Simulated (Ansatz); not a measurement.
# H on Ti(0001): change of the work function, part 4 of 4

Aim: the work function of Ti(0001) at several coverages of H (fcc site), and the dipole that each adsorbate carries.

Ansatz 0.2.0; plane-wave DFT, PBE, Ansatz PAW (set soft_1); PAW set soft_1.

So far, work function, upper face (eV): step 2 (the clean slab) 4.37; step 3 (37 atoms, coverage 0.111 ML, cell 3x3) 4.36; step 4 (17 atoms, coverage 0.25 ML, cell 2x2) 4.30.

## 5. The covered slab, k-mesh 6×6×1, coverage 0.5 ML (continued)

Step by step:

```
step  energy less that of the first step (eV)  largest force component (eV/Å)
   1                                   0.0000                          0.2956
   2                                  -0.0203                          0.1887
   3                                  -0.0315                          0.0173
```

The run keeps the 4 symmetry operations that the program found, so distortions that break them were not tested.

The atoms that moved most (Å):

```
atom     dx      dy      dz  length
 H18  0.000   0.000   0.089   0.089
 H17  0.000   0.000   0.089   0.089
 Ti4  0.000   0.013   0.042   0.044
Ti12  0.000   0.013   0.042   0.044
 Ti8  0.000  -0.025  -0.003   0.025
Ti16  0.000  -0.025  -0.003   0.025
 Ti7  0.000   0.004  -0.011   0.012
Ti15  0.000   0.004  -0.011   0.012
```

The relaxed structure:

```cif
data_structure
_symmetry_space_group_name_H-M 'P 1'
_symmetry_Int_Tables_number 1
_cell_length_a 5.9000
_cell_length_b 5.9000
_cell_length_c 25.9054
_cell_angle_alpha 90.000
_cell_angle_beta 90.000
_cell_angle_gamma 60.000
_cell_volume 780.95
loop_
_atom_site_label
_atom_site_type_symbol
_atom_site_fract_x
_atom_site_fract_y
_atom_site_fract_z
_atom_site_occupancy
Ti1 Ti 0.33333 0.33333 0.34742 1
Ti2 Ti 0.00000 0.00000 0.43784 1
Ti3 Ti 0.33404 0.33191 0.53070 1
Ti4 Ti 0.99872 0.00257 0.61620 1
Ti5 Ti 0.33333 0.83333 0.34742 1
Ti6 Ti 0.00000 0.50000 0.43784 1
Ti7 Ti 0.33291 0.83418 0.53044 1
Ti8 Ti 0.00244 0.49512 0.61446 1
Ti9 Ti 0.83333 0.33333 0.34742 1
Ti10 Ti 0.50000 0.00000 0.43784 1
Ti11 Ti 0.83404 0.33191 0.53070 1
Ti12 Ti 0.49872 0.00257 0.61620 1
Ti13 Ti 0.83333 0.83333 0.34742 1
Ti14 Ti 0.50000 0.50000 0.43784 1
Ti15 Ti 0.83291 0.83418 0.53044 1
Ti16 Ti 0.50244 0.49512 0.61446 1
H17 H 0.16663 0.16675 0.65603 1
H18 H 0.66663 0.16675 0.65603 1
```

The density of states has structure finer than the step of the table below, so its rows give means over 0.25 eV. Peaks (eV: height): -1.200: 44.8, -0.840: 84.5, -0.780: 63.5, -0.720: 48.3, 0.030: 37.9, 0.210: 53.5, 0.360: 47.3.

Density of states against energy, zero at the Fermi level; means over each step:

```csv
energy (eV),density of states (states/eV a cell)
-6.50,0
-6.25,0.280
-6.00,1.48
-5.75,1.85
-5.50,2.30
-5.25,3.26
-5.00,2.92
-4.75,2.96
-4.50,5.71
-4.25,2.94
-4.00,2.39
-3.75,4.49
-3.50,2.16
-3.25,3.40
-3.00,5.70
-2.75,8.08
-2.50,8.37
-2.25,15.5
-2.00,17.6
-1.75,23.0
-1.50,17.7
-1.25,19.0
-1.00,20.0
-0.75,42.1
-0.50,18.3
-0.25,20.7
0.00,29.6
0.25,36.6
0.50,33.1
```

The relaxation took 3 steps and lowered the energy by 0.032 eV; the largest force on the free atoms ends at 0.017 eV/Å.

The covered face has 4.29 eV, -0.08 eV against the clean one; the bare back face has moved by -0.01 eV, a measure of how thin the slab is.

## 6. Adsorbate added, k-mesh 12×12×1, coverage 1 ML

System of this step: H/Ti(0001). The cell holds 5 atoms: 4 Ti and 1 H. Its edges and angles: a = 2.950 Å, b = 2.950 Å, c = 25.905 Å, α = 90.0°, β = 90.0°, γ = 60.0°. Vacuum lies along c.

Another coverage, to see how the dipoles act on each other as their distance changes.

Input file input.yaml:

```yaml
crystal:
  lattice:
    - [2.95, 0.0, 0.0]
    - [1.475, 2.5547749412, 0.0]
    - [0.0, 0.0, 25.9053905263]
  atoms:
    - { symbol: Ti, position: [0.6666666667, 0.6666666667, 0.3474180399] }
    - { symbol: Ti, position: [0.0, 0.0, 0.4378355148] }
    - { symbol: Ti, position: [0.6666666667, 0.6666666667, 0.5308695644] }
    - { symbol: Ti, position: [0.0, 0.0, 0.6145744501] }
    - { symbol: H, position: [0.3333333333, 0.3333333333, 0.6525819601] }
kpoints:
  mp_grid: { grid: [12, 12, 1] }
hamiltonian:
  xc: pbe
  pseudopotentials: { kind: paw, azcp: { folder: soft_1 } }
scf:
  occupations: { method: fermi_dirac, width: 0.1 }
  convergence: { dr2_threshold: 1.0e-08 }
efield:
  axis: 3
  dipole_correction: true
  ramp_position: 0.97
  ramp_width: 0.06
relax:
  f_tol: 0.02
  max_steps: 60
  constraints: [{ sites: [0, 1] }]
output:
  write_potential: true
  write_density: true
  volumetric_format: npy
```

The run is started by

```
> ansatz run input.yaml --threads 4 --pin off --max-ram 16384MiB --backend cpu --events-out ev --progress --plain --runs-dir out
```

Log:

```text
[...]
Crystal: 5 atoms, lattice volume = 195.238 Å³
Basis set: ecut = 420 eV, 3759 PW (Γ), exchange–correlation on 40×40×360 points (8 copies of the dense FFT grid, shifted against one another)
Bands: 30, of which v1, the nominal top of the filled ones, is band 25 counted from 1 (24 counted from 0)
Symmetry: 6 space group operations
[...]
F+E_penalty+E_count = -10013.87047794 eV   max|allowed force component| = 1.660e-2 eV/Å
  atoms:
    - { symbol: Ti, position: [0.666667, 0.666667, 0.347418] }
    - { symbol: Ti, position: [-1.850372e-17, -1.850372e-17, 0.437836] }
    - { symbol: Ti, position: [0.666667, 0.666667, 0.530441] }
    - { symbol: Ti, position: [-1.792665e-17, -1.850372e-17, 0.616350] }
    - { symbol: H, position: [0.333333, 0.333333, 0.655381] }
[key lines of the parts left out:]
SCF converged after 8 iterations
Free energy (F): -10013.870478 eV
Fermi energy:    2.074824 eV
Dipole field:    D = -0.000346 V/Å  (p = -0.000373 e·Å, saw-weighted, corrected)
Work function:   Φ+ = 4.4139 eV   Φ− = 4.4049 eV
```

The job ended after 7.7 s (4 threads of Arm Neoverse V2, shared host; peak memory 0.48 GiB).

Step by step:

```csv
step,energy less that of the first step (eV),largest force component (eV/Å)
1,0.0000,0.3331
2,-0.0074,0.1680
3,-0.0111,0.0166
```

Forces are held to the 6 operations that the program found; a distortion that breaks them can't arise in this run.

The atoms that moved most (Å):

```
atom     dx     dy      dz  length
  H5  0.000  0.000   0.073   0.073
 Ti4  0.000  0.000   0.046   0.046
 Ti3  0.000  0.000  -0.011   0.011
```

The relaxed structure:

```xyz
5
Lattice="2.9500 0.0000 0.0000 1.4750 2.5548 0.0000 0.0000 0.0000 25.9054" Properties=species:S:1:pos:R:3
Ti    2.9500    1.7032    9.0000
Ti    0.0000    0.0000   11.3423
Ti    2.9500    1.7032   13.7413
Ti    0.0000    0.0000   15.9668
H     1.4750    0.8516   16.9779
```

The relaxation took 3 steps and lowered the energy by 0.011 eV; the largest force on the free atoms ends at 0.017 eV/Å.

The covered face has 4.41 eV, +0.04 eV against the clean one; the bare back face has moved by -0.02 eV, a measure of how thin the slab is.

## 7. Work function against coverage

This step: plane-wave DFT, PBE, Ansatz PAW (set soft_1); work function against coverage; PAW set soft_1 (Ansatz 0.2.0).

The runs are now put side by side.

This step gave:

| Item | Value |
| --- | --- |
| work function of the clean face | 4.374 eV |
| largest change of the work function | -0.08308 eV |

The work function of the covered face by coverage:

```csv
coverage (adsorbates/nm²),work function of the covered face (eV)
0.00,4.37
1.47,4.36
3.32,4.30
6.63,4.29
13.27,4.41
```

The dipole per adsorbate comes from the change of the cell's dipole. Coverage, by row:

| coverage (1/nm²) | coverage (ML) | work function (eV) | change (eV) | dipole per adsorbate, positive end outwards (debye) | mean height of the added atoms over the highest substrate atom (Å) |
| --- | --- | --- | --- | --- | --- |
| 1.474 | 0.1111 | 4.363 | -0.01072 | 0.017 | 1.063 |
| 3.317 | 0.25 | 4.305 | -0.06896 | 0.05 | 1.062 |
| 6.634 | 0.5 | 4.291 | -0.08308 | 0.029 | 1.032 |
| 13.27 | 1 | 4.414 | 0.04016 | -0.012 | 1.011 |

## 8. What came out

```yaml
work_function_of_the_clean_face: 4.37 eV
work_function_at_0p11_ml: 4.36 eV
work_function_at_0p25_ml: 4.30 eV
work_function_at_0p5_ml: 4.29 eV
work_function_at_1_ml: 4.41 eV
dipole_per_adsorbate_at_0p11_ml_positive_end_outwards: 0.02 D
```

H changes the work function of Ti(0001) by less than 0.15 eV at every coverage run, which is within the error of so thin a slab. The slab has 4 layers, at the tabulated experimental lattice constant, one starting site was run, and quantum-size effects of a slab this thin can reach one or two tenths of an eV.

[Long decimals in the printed logs are rounded to 6 places.]

[Logs are printed without paths, hosts, clocks, repeated set-up lines and the standing remarks that a program may print on its own settings, such as how far it seeks lower states.]

[Hosts, paths, dates, database ids (printed as entryN), source tags and the programs' standing remarks are cut or masked in the printed files.]

[Maps of the electrostatic potential energy from Ansatz leave out the sawtooth potential of an applied field or a dipole correction, so their vacuum need not be flat; planar profiles and work functions include it.]

[The density of states shown here was stored with 400 of the rows of the run's finer table, so its peaks can read low, often by over a quarter, or be missed, and its means over a window can be off by a tenth or more.]
